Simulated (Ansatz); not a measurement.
# λ, α²F and ρ(T) of Mg-Sc-Mg stack of (100) layers, part 4 of 4

The plan: relax Mg-Sc-Mg stack of (100) layers, check its phonons, and, if the lattice is stable, compute its Eliashberg function and ρ(T).

Ansatz 0.2.0; DFT PBEsol, scalar-relativistic, plane waves, PAW.

So far, coupling constant λ: step 5 (electron–phonon run: q 2×2×1, k 8×8×1, scattering 12×12×1) 0.576; step 6 (k-mesh 9×9×1, q mesh 3×3×1) 0.394. Also log mean phonon energy ħω_log (meV): step 5 13.0; step 6 15.9.

### 7. Coupling and resistivity: finite displacements, step 0.005 Å

Finite displacements in a supercell are the other road to force constants and couplings; here with the base functional.

input.yaml reads:

```yaml
crystal:
  lattice:
    - [3.1758662782, 0.0, 0.0]
    - [0.0, 3.1758662782, 0.0]
    - [0.0, 0.0, 33.0869768474]
  atoms:
    - { symbol: Mg, position: [0.0, 0.0, 0.1712655626] }
    - { symbol: Sc, position: [0.5, 0.5, 0.2363995066] }
    - { symbol: Mg, position: [0.0, 0.0, 0.3015334505] }
  periodic: [true, true, false]
kpoints:
  mp_grid: { grid: [8, 8, 1] }
hamiltonian:
  xc: pbesol
scf:
  occupations: { method: methfessel_paxton, width: 0.2 }
output:
  eigenvalues: true
phonons:
  method: fd
  supercell: [2, 2, 1]
  temperatures: { t_max: 1000, t_step: 50 }
  qpath:
    path: [[0.0, 0.0, 0.0], [0.0, 0.5, 0.0], [0.5, 0.5, 0.0], [0.0, 0.0, 0.0]]
    npoints: 10
  electrical_resistivity:
    mesh: [12, 12, 1]
    temperatures: [20.0, 50.0, 77.0, 100.0, 150.0, 200.0, 300.0, 400.0, 600.0, 800.0]
  amplitude: 0.005
```

Started as:

```console
$ ansatz run input.yaml --threads 4 --pin off --max-ram 16384MiB --backend cpu --events-out ev --progress --plain --runs-dir out
```

Numbers of over 12 decimals in the logs are rounded to 6 here.

Output:

```text
[...]
Crystal: 12 atoms, lattice volume = 1334.878 Å³
Basis set: ecut = 420 eV, 26075 PW (Γ), exchange–correlation on 90×90×450 points (8 copies of the dense FFT grid, shifted against one another)
Bands: 80, of which v1, the nominal top of the filled ones, is band 62 counted from 1 (61 counted from 0)
Symmetry: 64 space group operations
k-points: 6 of 16
[...]
SCF iter   1: F=—  HF=-23738.315116 eV  |F-HF|=—  |Δ(HF+E_count)|=         —  Δρ=4.75e-8  dr2=1.84e-11  ethr=2.02e-12  ⟨swp⟩=3.3  Hψ=1200  notcnv=0
[...]
SCF iter   2: F=-23738.315116 eV  HF=-23738.315116 eV  |F-HF|=4.37e-10  |Δ(HF+E_count)|=   2.18e-9  S|Δr|=    0.00e0  Δρ=1.48e-8  dr2=1.81e-12  ethr=1.00e-12  ⟨swp⟩=4.2  Hψ=1160  notcnv=0
SCF 1 converged in 2 iterations: F = -23738.315116 eV  dr2 = 1.81e-12
[...]
Symmetry: 2 space group operations
k-points: 7 of 16 (time reversal used)
[...]
SCF iter   8: F=-23738.315082 eV  HF=-23738.315082 eV  |F-HF|=6.08e-10  |Δ(HF+E_count)|=   2.36e-9  S|Δr|=    0.00e0  Δρ=3.07e-8  dr2=2.02e-11  ethr=1.00e-12  ⟨swp⟩=10.0  Hψ=3470  notcnv=0
SCF 2 converged in 8 iterations: F = -23738.315082 eV  dr2 = 2.02e-11
[...]
SCF iter   5: F=-23738.315081 eV  HF=-23738.315081 eV  |F-HF|=5.13e-10  |Δ(HF+E_count)|=  2.07e-10  S|Δr|=    0.00e0  Δρ=3.15e-8  dr2=1.14e-11  ethr=1.00e-12  ⟨swp⟩=10.0  Hψ=2637  notcnv=0
SCF 3 converged in 5 iterations: F = -23738.315081 eV  dr2 = 1.14e-11
[...]
SCF iter   9: F=-23738.315066 eV  HF=-23738.315066 eV  |F-HF|=1.60e-10  |Δ(HF+E_count)|=   4.68e-9  S|Δr|=    0.00e0  Δρ=1.53e-8  dr2=7.18e-12  ethr=1.00e-12  ⟨swp⟩=9.3  Hψ=2844  notcnv=0
SCF 4 converged in 9 iterations: F = -23738.315066 eV  dr2 = 7.18e-12
[...]
SCF iter   5: F=-23738.315066 eV  HF=-23738.315066 eV  |F-HF|=3.06e-10  |Δ(HF+E_count)|=  3.86e-10  S|Δr|=    0.00e0  Δρ=2.63e-8  dr2=1.16e-11  ethr=1.00e-12  ⟨swp⟩=10.6  Hψ=2857  notcnv=0
SCF 5 converged in 5 iterations: F = -23738.315066 eV  dr2 = 1.16e-11
Crystal: 3 atoms, lattice volume = 333.719 Å³
Basis set: ecut = 420 eV, 6567 PW (Γ), exchange–correlation on 48×48×450 points (8 copies of the dense FFT grid, shifted against one another)
Bands: 20, of which v1, the nominal top of the filled ones, is band 16 counted from 1 (15 counted from 0)
Symmetry: 16 space group operations
k-points: 15 of 64
[...]
SCF iter   1: F=—  HF=-5934.586442 eV  |F-HF|=—  |Δ(HF+E_count)|=         —  Δρ=2.89e-3  dr2=2.68e-2  ethr=1.77e-3  ⟨swp⟩=9.0  Hψ=1697  notcnv=0
[...]
SCF iter   9: F=-5934.578779 eV  HF=-5934.578779 eV  |F-HF|=1.46e-9  |Δ(HF+E_count)|=   4.14e-9  S|Δr|=    0.00e0  Δρ=1.21e-7  dr2=3.83e-11  ethr=1.00e-12  ⟨swp⟩=3.0  Hψ=667  notcnv=0
SCF 6 converged in 9 iterations: F = -5934.578779 eV  dr2 = 3.83e-11
[...]
SCF converged after 2 iterations
[...]
Free energy (F): -23738.315116 eV
[...]
Internal energy: -23738.278590 eV  (E = F + TS)
E sigma→0 (E₀):  -23738.305985 eV
Entropy (-TS):   -0.036527 eV (-3.044 meV/atom)
Fermi energy:    -3.164411 eV
[...]
--- Forces (eV/Å), atoms counted from 1 ---
  atom   1  Mg     0.00000000    -0.00000000     0.00006197
  atom   2  Sc     0.00000000     0.00000000    -0.00000000
  atom   3  Mg     0.00000000     0.00000000    -0.00006197
  atom   4  Mg     0.00000000    -0.00000000     0.00006197
  atom   5  Sc     0.00000000     0.00000000    -0.00000000
  atom   6  Mg     0.00000000     0.00000000    -0.00006197
  atom   7  Mg     0.00000000     0.00000000     0.00006197
  atom   8  Sc     0.00000000     0.00000000     0.00000000
  atom   9  Mg     0.00000000    -0.00000000    -0.00006197
  atom  10  Mg     0.00000000    -0.00000000     0.00006197
  atom  11  Sc     0.00000000     0.00000000    -0.00000000
  atom  12  Mg     0.00000000    -0.00000000    -0.00006197
  max |Σ_I F_I| component: 7.65e-23 eV/Å
--- Band table (eV; the first three rows and the last of 6) ---
  k-point 0: bands = [... 58 lower, -3.8838, -3.8838, -3.4210, -3.4210, -3.1889, -2.8273, -2.7987, -2.7987, ... 14 higher]
  k-point 1: bands = [... 58 lower, -3.7731, -3.7654, -3.4224, -3.3979, -3.2911, -3.2034, -3.1004, -2.7582, ... 14 higher]
  k-point 2: bands = [... 58 lower, -4.3053, -4.3053, -3.5404, -3.5404, -3.0408, -3.0408, -2.7759, -2.7759, ... 14 higher]
  k-point 5: bands = [... 58 lower, -3.6455, -3.6455, -2.4612, -2.4612, -2.4612, -2.4612, -2.2658, -2.2658, ... 14 higher]
  ° read free of the cell's end (the report's vacuum.weakly_bound_levels)
--- Phonons: 4 displaced members + reference (amplitude 0.005 Å, Σ member SCF iterations 27) ---
  symmetry images taken by strict's conditions (phonons.symmetry_images: auto; settled by the scattering of the electrons by the phonons, which is asked for)
  ASR residual: 2.401e-4 → 0.000e0 eV/Å²; symmetrization residual: 5.684e-5 eV/Å²
  largest component of a force at the reference: 6.2e-5 eV/Å
  ASR residual per site (eV/Å²): 1.74e-4 2.40e-4 1.74e-4
  Γ frequencies (cm⁻¹): 0.00 0.00 0.00 132.38 132.38 172.58 192.71 192.71 221.30
[...]
--- Electrical resistivity: potentials and phonons of a 2×2×1 supercell ---
[...]
at the Fermi level of each mesh (of a tensor half of its trace):
[...]
12×12×1                     1.5836              2.3223    0.5757    0.5431          13.029
          6×6×1                     1.0968              2.2429    0.4134    0.3784          14.320
          3×3×1                    40.1690              2.5084    0.9785   10.6022          12.075
  resistivity on the deck's mesh, µΩ·cm:
[...]
20.00     2.2588e-1              no     2.2589e-1     2.2588e-1      0.0000e0       4.6682e-1         2.8312e-1
     50.00      5.6576e0              no      5.6576e0      5.6576e0      0.0000e0        8.3255e0          5.7288e0
     77.00      1.5243e1              no      1.5243e1      1.5243e1      0.0000e0        1.9587e1          1.5334e1
    100.00      2.4619e1              no      2.4619e1      2.4619e1      0.0000e0        2.9983e1          2.4802e1
    150.00      4.5074e1              no      4.5074e1      4.5074e1      0.0000e0        5.2595e1          4.5500e1
    200.00      6.4570e1              no      6.4570e1      6.4570e1      0.0000e0        7.4668e1          6.5243e1
    300.00      1.0126e2              no      1.0126e2      1.0126e2      0.0000e0        1.1770e2          1.0243e2
    400.00      1.3615e2              no      1.3615e2      1.3615e2      0.0000e0        1.5981e2          1.3784e2
    600.00      2.0388e2              no      2.0388e2      2.0388e2      0.0000e0        2.4288e2          2.0681e2
    800.00      2.7251e2              no      2.7251e2      2.7251e2      0.0000e0        3.2643e2          2.7717e2
  sheet resistance at 20 K: 0.6827 Ω
[...]
sheet resistance at 50 K: 17.10 Ω
[...]
sheet resistance at 77 K: 46.07 Ω
[...]
sheet resistance at 100 K: 74.41 Ω
[...]
sheet resistance at 150 K: 136.2 Ω
[...]
sheet resistance at 200 K: 195.2 Ω
[...]
sheet resistance at 300 K: 306.0 Ω
[...]
sheet resistance at 400 K: 411.5 Ω
[...]
sheet resistance at 600 K: 616.2 Ω
[...]
sheet resistance at 800 K: 823.6 Ω
[...]
vibrations of 4 cells: unjudged by the run; compare a larger repeat
[...]
```

It took 78 s on 4 threads of Arm Neoverse V1, shared host; peak memory 2.5 GiB.

Numbers from this step:

```yaml
zero_point_energy: 0.09034 eV/cell
highest_frequency_solved_or_plainly_interpolated: 246 cm⁻¹
sheet_resistance_300k: 306 Ω/square, mean in the plane
resistivity_at_300_k: 101.3 μΩ cm, mean of the axes, of the whole cell with its vacuum
coupling_constant_lambda: 0.5757
density_of_states_at_the_fermi_level: 1.584 states/eV a spin and cell
log_mean_phonon_energy_omega_log: 13.03 meV
transport_coupling_constant_lambda_tr: 0.5431, 0.5431, 0 (xx, yy, zz)
drude_plasma_energy: 2.322, 2.322, 0 eV (xx, yy, zz), of the whole cell with its vacuum
second_moment_phonon_energy_omega: 16.09 meV, from the broadened α²F curve
```

The Eliashberg function α²F has structure finer than the step of the table below, so its rows give means over 1 meV, whole bins alone (the curve runs from 0.119 to 30.4 meV). Peaks (meV: height): α²F 10.1: 1.55, 25.6: 0.684; α²F tr 10.1: 1.04, 23.0: 0.301, 24.7: 0.337, 25.6: 0.738.

Eliashberg function α²F against phonon energy; means over each step:

| phonon energy (meV) | α²F | α²F tr |
| --- | --- | --- |
| 1 | 5.7e-4 | 1.5e-4 |
| 2 | 0.00317 | 7.3e-4 |
| 3 | 0.00600 | 0.00150 |
| 4 | 0.00853 | 0.00243 |
| 5 | 0.0144 | 0.00476 |
| 6 | 0.0304 | 0.0132 |
| 7 | 0.0365 | 0.0267 |
| 8 | 0.0563 | 0.0521 |
| 9 | 0.101 | 0.108 |
| 10 | 0.821 | 0.592 |
| 11 | 0.542 | 0.383 |
| 12 | 0.0679 | 0.0683 |
| 13 | 0.0595 | 0.0698 |
| 14 | 0.0696 | 0.0929 |
| 15 | 0.0816 | 0.120 |
| 16 | 0.119 | 0.179 |
| 17 | 0.115 | 0.174 |
| 18 | 0.0922 | 0.138 |
| 19 | 0.0805 | 0.115 |
| 20 | 0.0747 | 0.106 |
| 21 | 0.114 | 0.163 |
| 22 | 0.0992 | 0.142 |
| 23 | 0.152 | 0.194 |
| 24 | 0.116 | 0.124 |
| 25 | 0.340 | 0.320 |
| 26 | 0.459 | 0.487 |
| 27 | 0.263 | 0.300 |
| 28 | 0.143 | 0.218 |
| 29 | 0.0658 | 0.109 |

Of the whole cell with its vacuum, so only the sheet resistance is a property of the layer; the means are those of the plane. Resistivity, by row:

```csv
T (K),ρ_xx (μΩ cm),ρ_yy,ρ_zz,"ρ by Ziman's lowest order, mean","ρ by relaxation times, mean",within 2 % of the coarser mesh
20,0.2259,0.2259,-,0.4668,0.2831,no
50,5.658,5.658,-,8.326,5.729,no
77,15.24,15.24,-,19.59,15.33,no
100,24.62,24.62,-,29.98,24.8,no
150,45.07,45.07,-,52.59,45.5,no
200,64.57,64.57,-,74.67,65.24,no
300,101.3,101.3,-,117.7,102.4,no
400,136.2,136.2,-,159.8,137.8,no
600,203.9,203.9,-,242.9,206.8,no
800,272.5,272.5,-,326.4,277.2,no
```

By its own test the run is not converged in the mesh. λ = 0.576 and 306 Ω per square at 300 K, against 0.576 and 306 in the run with q 2×2×1, k 8×8×1, scattering 12×12×1 (+0.0 % and -0.0 %). By the run's own test λ moves by 28 % between its two finest scattering meshes.

### 8. Electron–phonon run: q 4×4×1, k 12×12×1, scattering 16×16×1

The next rung changes the q mesh, which sets the reach of the force constants and couplings; the k mesh of the density and its response; the scattering mesh, which samples the Fermi surface.

input.yaml, the sections that differ from step 7:

```yaml
kpoints:
  mp_grid: { grid: [12, 12, 1] }
phonons:
  method: dfpt
  qmesh: [4, 4, 1]
  temperatures: { t_max: 1000, t_step: 50 }
  qpath:
    path: [[0.0, 0.0, 0.0], [0.0, 0.5, 0.0], [0.5, 0.5, 0.0], [0.0, 0.0, 0.0]]
    npoints: 10
  electrical_resistivity:
    mesh: [16, 16, 1]
    temperatures: [20.0, 50.0, 77.0, 100.0, 150.0, 200.0, 300.0, 400.0, 600.0, 800.0]
# crystal, hamiltonian, scf, output: as in step 7
```

Output:

```text
[...]
Crystal: 3 atoms, lattice volume = 333.719 Å³
Basis set: ecut = 420 eV, 6567 PW (Γ), exchange–correlation on 48×48×450 points (8 copies of the dense FFT grid, shifted against one another)
Bands: 20, of which v1, the nominal top of the filled ones, is band 16 counted from 1 (15 counted from 0)
Symmetry: 16 space group operations
k-points: 28 of 144 (irreducible under 8 space group operations)
[...]
sheet resistance at 100 K: 62.55 Ω
[...]
sheet resistance at 150 K: 116.8 Ω
[...]
sheet resistance at 200 K: 167.7 Ω
[...]
sheet resistance at 300 K: 263.2 Ω
[...]
sheet resistance at 400 K: 354.6 Ω
[...]
sheet resistance at 600 K: 535.2 Ω
[...]
sheet resistance at 800 K: 718.7 Ω
[...]
vibrations of 16 cells: unjudged by the run; compare a larger repeat
[...]
[key lines of the parts left out:]
SCF converged after 10 iterations
Free energy (F): -5934.601769 eV
Fermi energy:    -3.078606 eV
```

Run time: 13 min. Hardware: 4 threads; peak memory 6.3 GiB; 51 min of CPU time.

Numbers from this step:

```
zero point energy                                 : 0.09149 eV/cell
highest frequency, solved or plainly interpolated : 247.6 cm⁻¹
sheet resistance 300K                             : 263.2 Ω/square, mean in the plane
resistivity at 300 K                              : 87.07 μΩ cm, mean of the axes, of the whole cell with its vacuum
coupling constant λ                               : 0.4252
density of states at the Fermi level              : 1.727 states/eV a spin and cell
log mean phonon energy ħω_log                     : 15.6 meV
transport coupling constant λ_tr                  : 0.5178, 0.5178, 0 (xx, yy, zz)
Drude plasma energy                               : 2.421, 2.421, 0 eV (xx, yy, zz), of the whole cell with its vacuum
second-moment phonon energy ħω₂                   : 18.44 meV, from the broadened α²F curve
```

Some states were left unconverged by the eigensolver. By its own test the run is not converged in the mesh. λ = 0.425 and 263 Ω per square at 300 K, against 0.394 and 262 in the run with q 3×3×1, k 9×9×1, scattering 12×12×1 (+8.0 % and +0.3 %).

### 9. The ladder

Times are for 4 threads of Arm Neoverse V1, shared host. The series side by side:

```
no.                                     run  sheet resistance 300K (Ω/square, mean in the plane)  coupling constant λ  log mean phonon energy ħω_log (meV)     time  memory (GiB)
  1    q 2×2×1, k 8×8×1, scattering 12×12×1                                                306.1               0.5757                                13.03  1.9 min           2.2
  2    q 3×3×1, k 9×9×1, scattering 12×12×1                                                262.4               0.3937                                15.88  5.2 min           5.8
  3  q 4×4×1, k 12×12×1, scattering 16×16×1                                                263.2               0.4252                                 15.6   13 min           6.3
```

The runs together, line α²F. The Eliashberg function α²F, α²F by phonon energy; read off at these points:

| phonon energy (meV) | q 2×2×1, k 8×8×1, scattering 12×12×1 | q 3×3×1, k 9×9×1, scattering 12×12×1 | q 4×4×1, k 12×12×1, scattering 16×16×1 |
| --- | --- | --- | --- |
| 1.0 | 4.4e-4 | 4.1e-4 | 0.00122 |
| 2.0 | 0.00329 | 0.00455 | 0.00408 |
| 3.0 | 0.00596 | 0.00410 | 0.00729 |
| 4.0 | 0.00830 | 0.00447 | 0.00745 |
| 5.0 | 0.0134 | 0.00567 | 0.0112 |
| 6.0 | 0.0305 | 0.00992 | 0.0127 |
| 7.0 | 0.0346 | 0.0176 | 0.0159 |
| 8.0 | 0.0559 | 0.0232 | 0.0195 |
| 9.0 | 0.0973 | 0.0311 | 0.0250 |
| 10.0 | 0.989 | 0.0421 | 0.0377 |
| 10.1 | 1.43 | 0.0431 | 0.0391 |
| 11.0 | 0.560 | 0.0524 | 0.0555 |
| 12.0 | 0.0592 | 0.0947 | 0.104 |
| 13.0 | 0.0589 | 0.257 | 0.232 |
| 13.7 | 0.0636 | 0.262 | 0.354 |
| 14.0 | 0.0678 | 0.267 | 0.320 |
| 15.0 | 0.0806 | 0.288 | 0.269 |
| 16.0 | 0.132 | 0.388 | 0.323 |
| 17.0 | 0.120 | 0.0921 | 0.168 |
| 18.0 | 0.0912 | 0.133 | 0.118 |
| 19.0 | 0.0814 | 0.0930 | 0.0898 |
| 20.0 | 0.0747 | 0.144 | 0.115 |
| 21.0 | 0.127 | 0.119 | 0.112 |
| 22.0 | 0.0924 | 0.0994 | 0.159 |
| 23.0 | 0.226 | 0.175 | 0.201 |
| 24.0 | 0.0687 | 0.171 | 0.186 |
| 25.0 | 0.251 | 0.162 | 0.186 |
| 25.6 | 0.674 | 0.352 | 0.383 |
| 25.8 | 0.506 | 0.349 | 0.493 |
| 26.0 | 0.433 | 0.299 | 0.444 |
| 27.0 | 0.243 | 0.263 | 0.228 |
| 28.0 | 0.115 | 0.287 | 0.248 |
| 29.0 | 0.0634 | 0.0221 | 0.0185 |
| 30.0 | 0.0551 | 0.0249 | 0.0182 |

### 10. All runs side by side

Series, by row:

```
run                              change                   level of theory  method  q mesh or supercell   k mesh  scattering mesh               smearing  N(E_F) (states/eV/spin)  lambda  omega_log (meV)  rho 300 K, whole cell (μΩ cm)  core-minutes  wall (s)
  b                                   -  PBEsol, scalar-relativistic, PAW    dfpt                2x2x1    8x8x1          12x12x1  methfessel_paxton 0.2                    1.584  0.5757            13.03                          101.3           7.1       110
  c                                   -  PBEsol, scalar-relativistic, PAW    dfpt                3x3x1    9x9x1          12x12x1  methfessel_paxton 0.2                    1.572  0.3937            15.88                           86.8            20       310
 w0  finite displacements, step 0.005 Å  PBEsol, scalar-relativistic, PAW      fd                2x2x1    8x8x1          12x12x1  methfessel_paxton 0.2                    1.584  0.5757            13.03                          101.3             5        78
  d                                   -  PBEsol, scalar-relativistic, PAW    dfpt                4x4x1  12x12x1          16x16x1  methfessel_paxton 0.2                    1.727  0.4252             15.6                          87.07            51       780
```

### 11. Results

```yaml
run: PBEsol, q 4×4×1, k 12×12×1, scattering 16×16×1
coupling_constant_lambda: 0.425
log_mean_phonon_energy_omega_log: 15.6 meV
states_at_the_fermi_level: 1.73 states/eV/spin/cell
sheet_resistance_at_300_k: 263 Ω per square
change_between_its_two_finest_scattering_meshes: λ 7 %, resistivity at 300 K 13 %
time_of_that_run: 13 min
```

What this shows: On the last rung that gave a resistivity at the base settings (q 4×4×1, k 12×12×1, scattering 16×16×1), Mg-Sc-Mg stack of (100) layers has λ = 0.43 and a phonon-limited sheet resistance of 263 Ω per square at 300 K. Across the runs of step 9 the sheet resistance 300K runs from 262 Ω/square, mean in the plane (q 3×3×1, k 9×9×1, scattering 12×12×1) to 306 Ω/square, mean in the plane (q 2×2×1, k 8×8×1, scattering 12×12×1), while the wall time spans a factor of 6.9. The coupling is moderate (λ = 0.43), so phonons raise the electrons' mass at the Fermi surface by about 43 %. Values of ρ(T) under 50 K rest on the softest modes, mostly interpolated ones, and are the least sure of the table. The high-temperature form ρ = 2π k_B T λ_tr/(ħ ε₀ ω_p²) gives 107 μΩ cm along x at 300 K, against 87.1 from the Boltzmann equation. Ziman's lowest order at 300 K, 98.9, lies between: the step down to it comes mostly from the finite phonon energies, and the full solution lies lower still, since it lets the current shift to the states that scatter least. The three lowest branches give 61 % of λ. By the run's own test, which takes the component that moves most, the resistivity at 300 K moves by 13 % between its two finest scattering meshes, so it is not converged. In the run quoted no mode is imaginary at the wavevectors of the 4×4×1 mesh; wavevectors off that mesh are interpolated. On the same meshes, finite displacements, step 0.005 Å moves λ from 0.576 to 0.576 and the resistivity at 300 K from 101 to 101 μΩ cm. Only scattering by harmonic phonons counts; impurities, grain boundaries and thermal expansion are left out. The resistivity belongs to the whole cell, vacuum included; the sheet resistance is the quantity that does not depend on the vacuum. The c of the given cell is the typed one; the program laid its own vacuum and ran the layer in a cell 33.1 Å high. The structure was built by hand as an ordered model, and its stability against other phases was not tested.

[Logs are printed without paths, hosts, clocks, repeated set-up lines and the standing remarks that a program may print on its own settings, such as how far it seeks lower states.]

[Hosts, paths, dates, database ids (printed as entryN), source tags and the programs' standing remarks are cut or masked in the printed files.]
